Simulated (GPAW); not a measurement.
# AlAu2 (I4/mmm): the Al K absorption edge, part 2 of 2

Aim: the near-edge shape at the Al K edge of AlAu2 (I4/mmm), and what the core hole does to it.

GPAW 26.7.0; X-ray absorption from dipole matrix elements to empty bands, plane-wave PAW LDA.

So far. Step 2 (The field without a hole): The mesh shows no gap, so the system is treated as a metal and the core electron is put at the Fermi level (neutral cell). Step 3 (Spectrum without a core hole, Al atom 3): Main maxima below 24 eV (height): 4.1 eV (1.29), 5.6 eV (1.37), 9.2 eV (1.52) and 22.9 eV (1.12). A K edge sees empty p states on the absorber.

### 5. Spectrum with XCH, Al atom 3

The holes are 6.9 Å apart. In GPAW the data set carries the hole's charge, so charge=0 means a charged cell and charge=-1 a neutral one. The excited electron is kept in the cell, where it fills the lowest empty states and screens the hole. After the field has converged, empty bands are computed with the density fixed and the dipole matrix elements are summed.

File xas.py:

```python
import numpy as np
from ase import Atoms
from ase.parallel import parprint, paropen
from gpaw import GPAW, PW, FermiDirac, Mixer, MixerDif, setup_paths
from gpaw.test import gen
setup_paths.insert(0, '.')
gen('Al', name='fch1s', xcname='LDA', corehole=(1, 0, 1), write_xml=True)
from gpaw.mpi import world
world.barrier()

atoms = Atoms('Au10Al5',
    cell=[[1.67151447, 5.01454343, -4.39907524],
     [5.01454343, -1.67151447, -4.39907524],
     [-5.01454343, 1.67151447, -4.39907524]],
    scaled_positions=[[0, 0.6562728, 0.6562728],
     [0.2, 0.8562728, 0.2562728],
     [0.4, 0.0562728, 0.8562728],
     [0.6, 0.2562728, 0.4562728],
     [0.8, 0.4562728, 0.0562728],
     [0, 0.3437272, 0.3437272],
     [0.2, 0.5437272, 0.9437272],
     [0.4, 0.7437272, 0.5437272],
     [0.6, 0.9437272, 0.1437272],
     [0.8, 0.1437272, 0.7437272],
     [0, 0, 0],
     [0.2, 0.2, 0.6],
     [0.4, 0.4, 0.2],
     [0.6, 0.6, 0.8],
     [0.8, 0.8, 0.4]],
    pbc=True)
atoms.calc = calc = GPAW(legacy_gpaw=True, mode=PW(430, force_complex_dtype=True), xc='LDA', setups={10: 'fch1s'},
    kpts={'size': (4, 4, 4), 'gamma': True}, occupations=FermiDirac(0.1),
    charge=-1, mixer=Mixer(0.1, 5, 50), maxiter=150,
    convergence={'density': 0.0001, 'eigenstates': 1e-6}, txt='scf.txt')
energy = atoms.get_potential_energy() + calc.get_reference_energy()
ef = calc.get_fermi_level()
out = dict(energy=energy, fermi=ef, forces=atoms.get_forces().tolist())
parprint(f'all-electron energy {energy:.4f} eV, Fermi level {ef:.4f} eV')
ev = np.array([[calc.get_eigenvalues(k, s) for k in range(len(calc.get_ibz_k_points()))] for s in range(calc.get_number_of_spins())])
out['homo'], out['lumo'], out['counts'] = ev[ev < ef].max(), ev[ev > ef].min(), sorted(set((ev < ef).sum((0, 2)).tolist()))
out['filled'] = (ev[:, 0] < ef).sum(1).tolist()

from ase.units import Ha
from gpaw.xas import dipole_matrix_elements
nb = int(calc.get_number_of_electrons() / 2) + 149
top, nb = nb, nb + 8 + nb // 12
nscf = calc.fixed_density(kpts={'size': (5, 5, 5), 'gamma': True}, nbands=nb,
    convergence={'bands': top, 'eigenstates': 5e-3}, maxiter=60, txt='nscf.txt')
cell = atoms.cell.array
ops = [cell.T @ U.T @ np.linalg.inv(cell.T) for U in nscf.wfs.kd.symmetry.op_scc]
E = np.arange(-6, 34, 0.1)
fwhm = np.interp(E, [4, 25], [0.9, 3.5])
Y, X, zero, highest = 0, 0, 1e9, 1e9
for spin in range(nscf.get_number_of_spins()):
    wfs = nscf.wfs
    mine = wfs.bd.get_slice()  # this rank's bands
    A = dipole_matrix_elements(wfs.setups[10])
    eps = np.zeros((wfs.kd.nibzkpts, nb))
    d = np.zeros((3, A.shape[1], wfs.kd.nibzkpts, nb), complex)
    for kpt in wfs.kpt_u:
        if kpt.s == spin and 10 in kpt.P_ani:
            eps[kpt.k, mine] = kpt.eps_n * Ha
            d[:, :, kpt.k, mine] = (kpt.weight * wfs.nspins / 2) ** 0.5 * np.inner(A, kpt.P_ani[10])
    world.sum(eps)
    world.sum(d)
    T = np.einsum('amkn,bmkn->abkn', d, d.conj()).real
    T = sum(np.einsum('ai,ijkn,bj->abkn', R, T, R) for R in ops) / len(ops)
    empty = eps > ef
    zero, highest = min(zero, eps[empty].min()), min(highest, eps[:, top - 1].min())
    lines = [(eps, T, empty)] if spin == 0 else lines + [(eps, T, empty)]
for eps, T, empty in lines:
    f = np.einsum('aakn->akn', T).reshape(3, -1)
    x = eps.ravel() - zero
    w = np.interp(x, E, fwhm) / 2.35482
    g = np.exp(-0.5 * ((E[:, None] - x) / w) ** 2) / (w * (2 * np.pi) ** 0.5)
    Y = Y + (f * empty.ravel()) @ g.T
    X = X + (f * ~empty.ravel()) @ g.T
out.update(E=E.round(2).tolist(), xas=Y.tolist(), xes=X.tolist(), zero=zero, valid=highest - zero, nk=len(eps), nb=nb)
for i in range(0, len(E), 10):
    parprint(f'{E[i]:7.2f}', *(f'{v:10.3e}' for v in Y[:, i]))
import json
with paropen('out.json', 'w') as f:
    json.dump(out, f)
```

Command:

```
OMP_NUM_THREADS=1 mpirun -n 4 gpaw python xas.py
```

Numbers of over 12 decimals in the logs are rounded to 6 here.

The log of the run:

```text
Input parameters:
  charge: -1
  convergence: {density: 0.0001,
                eigenstates: 1e-06}
  kpts: {gamma: True,
         size: (4, 4, 4)}
  maxiter: 150
  mixer: {backend: pulay,
          beta: 0.1,
          method: separate,
          nmaxold: 5,
          weight: 50}
  mode: {ecut: 430.0,
         force_complex_dtype: True,
         name: pw}
  occupations: {fixmagmom: False,
                name: fermi-dirac,
                width: 0.1}
  setups: {10: fch1s}

Initialize ...

[... PAW data sets ...]

Reference energy: -5194454.797239  # eV

Spin-paired calculation

[... convergence settings ...]
Symmetries present (total): 8
  [... symmetry matrices ...]

64 k-points: 4 x 4 x 4 Monkhorst-Pack grid + [1/8,1/8,1/8]
14 k-points in the irreducible part of the Brillouin zone
       k-points in crystal coordinates                weights
   0:     0.00000000    0.00000000    0.00000000          1/64
   1:     0.25000000   -0.25000000   -0.25000000          2/64
   2:     0.25000000    0.00000000    0.00000000          4/64
   3:     0.25000000    0.25000000   -0.25000000          4/64
   4:     0.25000000    0.25000000    0.00000000          8/64
   5:     0.25000000    0.25000000    0.25000000          2/64
   6:     0.50000000    0.00000000    0.00000000          2/64
   7:     0.50000000    0.00000000    0.25000000          8/64
   8:     0.50000000    0.25000000   -0.25000000          4/64
   9:     0.50000000    0.25000000    0.00000000          8/64
          ...
  13:     0.50000000    0.50000000    0.50000000          1/64

Wave functions: Plane wave expansion
  Cutoff energy: 430.000 eV
  Number of coefficients (min, max): 4968, 4991
  Pulay-stress correction: 0.000000 eV/Ang^3 (de/decut=0.000000)
  Using FFTW library
  Wavefunction extrapolation:
    Improved wavefunction reuse through dual PAW basis

Occupation numbers: Fermi-Dirac:
  width: 0.1000  # eV

Eigensolver
   Davidson(niter=2)

Densities:
  Coarse grid: 35*35*35 grid
  Fine grid: 70*70*70 grid
  Total Charge: 0.000000

Density mixing:
  Method: separate
  Backend: pulay
  Linear mixing parameter: 0.1
  old densities: 5
  Width of damping distribution: 1.1
  Damping of long wavelength oscillations: 50

[... Hamiltonian set-up ...]
Number of atoms: 15
Number of atomic orbitals: 110
Number of bands in calculation: 80
Number of valence electrons: 126
Bands to converge: occupied

... initialized

Initializing position-dependent things.

Density initialized from atomic densities
Creating initial wave functions:
  80 bands from LCAO basis set

               Al

               Au
         Au Al    AuAl    Au
               Au
               Au      Au
            Au      Au       Au
                  Al      Al

Atomic positions and initial magnetic moments

Positions:
   0 Au    -0.000000   -0.000000   -5.773987    ( 0.0000,  0.0000,  0.0000)
   1 Au     3.343029    0.000000   -5.773987    ( 0.0000,  0.0000,  0.0000)
   2 Au    -3.343029    3.343029   -5.773987    ( 0.0000,  0.0000,  0.0000)
   3 Au    -0.000000    3.343029   -5.773987    ( 0.0000,  0.0000,  0.0000)
   4 Au     3.343029    3.343029   -5.773987    ( 0.0000,  0.0000,  0.0000)
   5 Au    -0.000000    0.000000   -3.024164    ( 0.0000,  0.0000,  0.0000)
   6 Au    -1.671514    1.671514   -7.423239    ( 0.0000,  0.0000,  0.0000)
[...]
12 Al     1.671514    1.671514   -4.399075    ( 0.0000,  0.0000,  0.0000)
  13 Al    -0.000000    3.343029   -8.798150    ( 0.0000,  0.0000,  0.0000)
  14 Al     3.343029    3.343029   -8.798150    ( 0.0000,  0.0000,  0.0000)

Unit cell:
           periodic     x           y           z      points  spacing
  1. axis:    yes    1.671514    5.014543   -4.399075    35     0.1510
  2. axis:    yes    5.014543   -1.671514   -4.399075    35     0.1628
  3. axis:    yes   -5.014543    1.671514   -4.399075    35     0.1628

  Lengths:   6.876879   6.876879   6.876879
  Angles:  100.462492  65.845153  65.845153

Effective grid spacing dv^(1/3) = 0.1790

iter:   1   -91.309584
iter:   2   -84.803774   -1.28  -1.08
iter:   3   -79.445581   -0.52  -1.17
iter:   4   -78.858646   -1.59  -1.54
iter:   5   -78.526566   -2.56  -1.58
iter:   6   -78.512132   -2.09  -1.82
iter:   7   -78.431900   -3.36  -2.21
iter:   8   -78.387247   -2.91  -2.35
iter:   9   -78.385451c  -3.56  -2.82
iter:  10   -78.384447c  -4.72  -2.96
iter:  11   -78.384547c  -4.97  -3.13
iter:  12   -78.384622c  -5.09  -3.21
iter:  13   -78.384384c  -5.19  -3.29
iter:  14   -78.384341c  -6.31c -3.45
iter:  15   -78.384293c  -6.27c -3.60
iter:  16   -78.384292c  -6.28c -4.08c

Converged after 16 iterations.

Dipole moment: (-0.000000, 0.000000, 0.000000) |e|*Ang

Energy contributions relative to reference atoms: (reference = -5194454.797239)

Kinetic:        -91.103081
Potential:      +78.322893
External:        +0.000000
XC:             -66.852235
Entropy (-ST):   -0.112809
Local:           +1.304535
SIC:             +0.000000
--------------------------
Free energy:    -78.440696
Extrapolated:   -78.384292

Showing only first 2 kpts
 Kpt  Band  Eigenvalues  Occupancy
  0    61      7.45028    2.00000
  0    62      7.53929    2.00000
  0    63      8.24556    2.00000
  0    64     10.46556    0.00145

  1    61      8.43278    2.00000
  1    62      8.96424    1.99917
  1    63      9.01841    1.99857
[...]
Fermi level: 9.74241

No gap
No difference between direct/indirect transitions

Forces in eV/Ang:
  0 Au    0.00000   -0.00000    0.04895
  1 Au   -0.02073   -0.02551   -0.05992
  2 Au   -0.02551    0.02073   -0.05992
  3 Au    0.02551   -0.02073   -0.05992
  4 Au    0.02073    0.02551   -0.05992
  5 Au    0.00000    0.00000   -0.04895
  6 Au   -0.02073   -0.02551    0.05992
[...]
12 Al   -0.02498   -0.08959    0.00000
 13 Al    0.02498    0.08959    0.00000
 14 Al   -0.08959    0.02498    0.00000
Scalar-relativistic atomic LDA calculation for Al (Aluminium, Z=13)
Core hole in 1s state (1s occupation: 1.0)
450 radial gridpoints.
|------------------------------------------------|
|------------------------------------------------|
[... the atom generator's iteration count ...]

Energy contributions:
-------------------------
Kinetic:     +183.893595
XC:           -14.209497
Potential:   -353.628519
-------------------------
Total:       -183.944421

state      eigenvalue         ekin         rmax
-----------------------------------------------
1s^1.0 :   -60.362648    82.057235        0.077
2s^2.0 :    -5.188665    12.296859        0.473
2p^6.0 :    -3.893101    12.072890        0.390
3s^2.0 :    -0.683483     1.740987        1.779
3p^1.0 :    -0.437761     1.323330        2.009
-----------------------------------------------
(units: Bohr and Hartree)

Generating PAW setup
Kinetic energy of the core from tauc = 179.402319
Cutoffs:
rc(s)=2.050
rc(p)=2.050
rc(d)=2.050
rc(vbar)=1.845
rc(comp)=2.050
rc(nct)=2.050

Kinetic energy of the core states: 179.088292
Charge: 1.0
Core electrons: 9.0
Valence electrons: 3.0
Pseudo-core charge: 0.169630
Shape function alpha=2.380
Pseudo-electron charge 3.431685
state    eigenvalue         norm
--------------------------------
3s(2) :    -0.683483     1.126964
*s    :     0.316517
3p(1) :    -0.437761     1.008127
*p    :     0.562239
*d    :     0.000000
--------------------------------

Diagonalizing with gridspacing h=0.050

state   all-electron     PAW
-------------------------------
3s:      -0.683483    -0.683641
3p:      -0.437761    -0.437937
*d:                   -0.137096
*f:                   -0.021062
-------------------------------
all-electron energy -5194533.1815 eV, Fermi level 9.7424 eV
[...]
31.00  6.005e-06  6.005e-06  6.394e-06
  32.00  6.316e-06  6.316e-06  6.392e-06
  33.00  6.698e-06  6.698e-06  6.201e-06
```

The job ended after 2.5 min (4 MPI ranks of Intel Xeon Platinum 8488C (Sapphire Rapids), shared host; peak memory 0.54 GiB).

The Al K spectrum, Al atom 3, excited-electron core hole (neutral cell) (energy from the lowest empty level; intensity scaled to a mean of 1 over the first 20 eV; polarised curves are means over the symmetry-equivalent atoms):

| E (eV) | isotropic | ε ⊥ c | ε ∥ c |
| --- | --- | --- | --- |
| -2.0 | 0.00 | 0.00 | 0.00 |
| -1.4 | 0.00 | 0.00 | 0.00 |
| -0.8 | 0.01 | 0.01 | 0.01 |
| -0.2 | 0.12 | 0.14 | 0.10 |
| 0.4 | 0.51 | 0.54 | 0.43 |
| 1.0 | 0.92 | 0.96 | 0.84 |
| 1.6 | 1.36 | 1.54 | 1.00 |
| 2.2 | 2.00 | 2.27 | 1.45 |
| 2.8 | 2.02 | 2.08 | 1.91 |
| 3.4 | 1.80 | 1.75 | 1.89 |
| 4.0 | 1.62 | 1.46 | 1.95 |
| 4.6 | 1.66 | 1.54 | 1.89 |
| 5.2 | 1.52 | 1.37 | 1.84 |
| 5.8 | 1.36 | 1.09 | 1.92 |
| 6.4 | 1.24 | 0.99 | 1.73 |
| 7.0 | 1.08 | 0.92 | 1.39 |
| 7.6 | 1.13 | 1.06 | 1.27 |
| 8.2 | 1.26 | 1.31 | 1.15 |
| 8.8 | 1.32 | 1.50 | 0.94 |
| 9.4 | 1.22 | 1.43 | 0.80 |
| 10.0 | 1.09 | 1.25 | 0.77 |
| 10.6 | 1.02 | 1.12 | 0.81 |
| 11.2 | 0.98 | 1.04 | 0.87 |
| 11.8 | 0.91 | 0.96 | 0.81 |
| 12.4 | 0.79 | 0.85 | 0.68 |
| 13.0 | 0.70 | 0.76 | 0.58 |
| 13.6 | 0.63 | 0.69 | 0.51 |
| 14.2 | 0.55 | 0.61 | 0.43 |
| 14.8 | 0.47 | 0.52 | 0.38 |
| 15.4 | 0.42 | 0.46 | 0.35 |
| 16.0 | 0.42 | 0.44 | 0.37 |
| 16.6 | 0.43 | 0.43 | 0.43 |
| 17.2 | 0.45 | 0.42 | 0.50 |
| 17.8 | 0.47 | 0.42 | 0.58 |
| 18.4 | 0.51 | 0.44 | 0.65 |
| 19.0 | 0.57 | 0.51 | 0.71 |
| 19.6 | 0.67 | 0.61 | 0.79 |
| 20.2 | 0.80 | 0.76 | 0.89 |
| 20.8 | 0.94 | 0.91 | 1.01 |
| 21.4 | 1.05 | 1.02 | 1.10 |
| 22.0 | 1.07 | 1.04 | 1.13 |
| 22.6 | 1.02 | 0.99 | 1.09 |
| 23.2 | 0.93 | 0.89 | 1.00 |
| 23.8 | 0.83 | 0.80 | 0.89 |
| 24.4 | 0.76 | 0.74 | 0.79 |
| 25.0 | 0.72 | 0.71 | 0.74 |
| 25.6 | 0.70 | 0.70 | 0.71 |
| 26.2 | 0.70 | 0.70 | 0.70 |
| 26.8 | 0.70 | 0.69 | 0.70 |
| 27.4 | 0.70 | 0.69 | 0.70 |
| 28.0 | 0.70 | 0.70 | 0.70 |
| 28.6 | 0.71 | 0.71 | 0.71 |
| 29.2 | 0.73 | 0.73 | 0.74 |
| 29.8 | 0.76 | 0.75 | 0.78 |
| 30.4 | 0.79 | 0.77 | 0.82 |
| 31.0 | 0.81 | 0.80 | 0.85 |
| 31.6 | 0.83 | 0.82 | 0.85 |

Main maxima below 24 eV (height): 2.5 eV (2.09), 4.6 eV (1.66), 8.7 eV (1.32) and 21.9 eV (1.07). 

The total-energy difference is 1564.70 eV. One term is added: -13.88 eV, since the hole is spin-paired here and a spin-polarised one costs that much less in the free atom (computed apart). The photon energy is then 1550.82 eV. The tabulated edge of the element is 1559 eV. The functional leaves an error in such absolute values: in the free atom LDA prices this hole 7.2 eV below PBE (computed apart), and PBE is itself good to a few eV.

### 6. Spectrum with FCH, Al atom 3

The holes are 6.9 Å apart. In GPAW the data set carries the hole's charge, so charge=0 means a charged cell and charge=-1 a neutral one. The excited electron is left out and a uniform background balances the charge. After the field has converged, empty bands are computed with the density fixed and the dipole matrix elements are summed.

Changed against the first core-hole run: core hole to FCH.

xas.py, as its differences from that of step 5:

```diff
@@ -32,3 +32,3 @@
     kpts={'size': (4, 4, 4), 'gamma': True}, occupations=FermiDirac(0.1),
-    charge=-1, mixer=Mixer(0.1, 5, 50), maxiter=150,
+    charge=0, mixer=Mixer(0.1, 5, 50), maxiter=150,
     convergence={'density': 0.0001, 'eigenstates': 1e-6}, txt='scf.txt')
```

The log of the run:

```text
Input parameters:
  convergence: {density: 0.0001,
                eigenstates: 1e-06}
  kpts: {gamma: True,
         size: (4, 4, 4)}
  maxiter: 150
  mixer: {backend: pulay,
          beta: 0.1,
          method: separate,
          nmaxold: 5,
          weight: 50}
  mode: {ecut: 430.0,
         force_complex_dtype: True,
         name: pw}
  occupations: {fixmagmom: False,
                name: fermi-dirac,
[...]
*p    :     0.562239
*d    :     0.000000
--------------------------------

Diagonalizing with gridspacing h=0.050

state   all-electron     PAW
-------------------------------
3s:      -0.683483    -0.683641
3p:      -0.437761    -0.437937
*d:                   -0.137096
*f:                   -0.021062
-------------------------------
all-electron energy -5194542.7800 eV, Fermi level 9.4290 eV
[...]
32.00  6.219e-06  6.219e-06  6.445e-06
  33.00  6.572e-06  6.572e-06  6.266e-06
[key lines of the parts left out:]
Converged after 16 iterations.
Dipole moment: (-0.000000, 0.000000, 0.000000) |e|*Ang
Free energy:    -88.030389
Fermi level: 9.42898
```

Wall time 2.4 min (4 MPI ranks); peak memory 0.55 GiB.

| E (eV) | first run | this run |
| --- | --- | --- |
| -2.0 | 0.00 | 0.00 |
| -1.0 | 0.00 | 0.00 |
| 0.0 | 0.22 | 0.26 |
| 1.0 | 0.92 | 0.74 |
| 2.0 | 1.82 | 1.45 |
| 3.0 | 1.95 | 2.11 |
| 4.0 | 1.62 | 1.71 |
| 5.0 | 1.60 | 1.64 |
| 6.0 | 1.34 | 1.39 |
| 7.0 | 1.08 | 1.16 |
| 8.0 | 1.22 | 1.13 |
| 9.0 | 1.30 | 1.30 |
| 10.0 | 1.09 | 1.16 |
| 11.0 | 1.00 | 1.01 |
| 12.0 | 0.87 | 0.93 |
| 13.0 | 0.70 | 0.75 |
| 14.0 | 0.58 | 0.62 |
| 15.0 | 0.45 | 0.49 |
| 16.0 | 0.42 | 0.42 |
| 17.0 | 0.44 | 0.43 |
| 18.0 | 0.48 | 0.47 |
| 19.0 | 0.57 | 0.54 |
| 20.0 | 0.76 | 0.68 |
| 21.0 | 0.98 | 0.91 |
| 22.0 | 1.07 | 1.06 |
| 23.0 | 0.96 | 1.02 |
| 24.0 | 0.80 | 0.86 |
| 25.0 | 0.72 | 0.74 |
| 26.0 | 0.70 | 0.70 |
| 27.0 | 0.70 | 0.70 |
| 28.0 | 0.70 | 0.70 |
| 29.0 | 0.72 | 0.71 |
| 30.0 | 0.77 | 0.75 |
| 31.0 | 0.81 | 0.80 |
| 32.0 | 0.84 | 0.84 |

The scaled spectrum changes by 9 % r.m.s. The highest intensity below 16 eV goes from 2.5 eV (2.09) to 2.8 eV (2.13).

The photon energy of the zero moves by -0.17 eV.

### 7. With and without the hole

Both curves are counted from their own zero, so only the shift of weight within the empty states shows.

| E (eV) | no hole | XCH |
| --- | --- | --- |
| -2.0 | 0.00 | 0.00 |
| -1.0 | 0.00 | 0.00 |
| 0.0 | 0.14 | 0.22 |
| 1.0 | 0.29 | 0.92 |
| 2.0 | 0.58 | 1.82 |
| 3.0 | 1.03 | 1.95 |
| 4.0 | 1.28 | 1.62 |
| 5.0 | 1.31 | 1.60 |
| 6.0 | 1.35 | 1.34 |
| 7.0 | 1.29 | 1.08 |
| 8.0 | 1.23 | 1.22 |
| 9.0 | 1.52 | 1.30 |
| 10.0 | 1.48 | 1.09 |
| 11.0 | 1.48 | 1.00 |
| 12.0 | 1.43 | 0.87 |
| 13.0 | 1.27 | 0.70 |
| 14.0 | 1.04 | 0.58 |
| 15.0 | 0.79 | 0.45 |
| 16.0 | 0.59 | 0.42 |
| 17.0 | 0.52 | 0.44 |
| 18.0 | 0.52 | 0.48 |
| 19.0 | 0.54 | 0.57 |
| 20.0 | 0.63 | 0.76 |
| 21.0 | 0.83 | 0.98 |
| 22.0 | 1.05 | 1.07 |
| 23.0 | 1.12 | 0.96 |
| 24.0 | 1.02 | 0.80 |
| 25.0 | 0.90 | 0.72 |
| 26.0 | 0.83 | 0.70 |
| 27.0 | 0.80 | 0.70 |
| 28.0 | 0.78 | 0.70 |
| 29.0 | 0.77 | 0.72 |
| 30.0 | 0.79 | 0.77 |
| 31.0 | 0.83 | 0.81 |
| 32.0 | 0.85 | 0.84 |

With each curve scaled to its own mean, the area from −2 to 6 eV with the hole is 8.8 against 5.3, and the centre of weight from −1 to 20 eV moves by -1.7 eV: the hole pulls the absorber's empty states down.

### 8. Outcome

```json
{"absorber and edge": "Al K, atom 3 of the ground-state input (counted from 1)", "surroundings": "8 Au at 2.73 Å, 2 Au at 3.02 Å and 4 Al at 3.34 Å (14-fold, site symmetry 4/mmm)", "highest intensity below 16 eV": "2.5 eV above the zero, height 2.09", "photon energy of the zero, with the added terms": "1550.8 eV (raw 1564.7 eV; LDA puts this hole about 7 eV below PBE, itself good to a few eV)"}
```

The Al K edge of atom 3, with 8 Au at 2.73 Å, 2 Au at 3.02 Å and 4 Al at 3.34 Å (14-fold, site symmetry 4/mmm), has its highest intensity of the first 16 eV at 2.5 eV above the zero, near 1553 eV in photon energy (LDA puts this hole about 7 eV below PBE, itself good to a few eV), 2.1 times the mean level of the first 20 eV (Gaussian full width 0.9 eV up to 4 eV, rising linearly to 3.5 eV at 25 eV). With each curve scaled to its own mean, the area from −2 to 6 eV with the hole is 8.8 against 5.3, and the centre of weight from −1 to 20 eV moves by -1.7 eV: the hole pulls the absorber's empty states down. Changing the core hole to FCH alters the shape by 9 % r.m.s., a modest effect on the whole. At the Al K edge of atom 3 polarisation matters most near 6.0 eV, where the curves differ by 0.9 on this scale. The mesh is coarse (0.24 Å⁻¹ between points), so small maxima may be mesh ripples. Lifetime broadening is put in by hand, and intensities beyond about 20 eV depend on it and on the partial waves. The structure is a computed Materials Project entry and may be a hypothetical form.

[Banner, clock and machine lines of the logs are left out without a mark of their own.]

[Logs are printed without paths, hosts, clocks, repeated set-up lines and the standing remarks that a program may print on its own settings, such as how far it seeks lower states.]

[Hosts, paths, dates, database ids (printed as entryN), source tags and the programs' standing remarks are cut or masked in the printed files.]

[Lists of maxima count a maximum above −3 eV only where it reaches 4 % of the highest in the window and stands out from its surroundings by 2 % of it (1.5 % where it reaches 55 %); shoulders and weaker maxima are passed over, and of the rest the first, up to two pre-edge ones and the few strongest are named.]
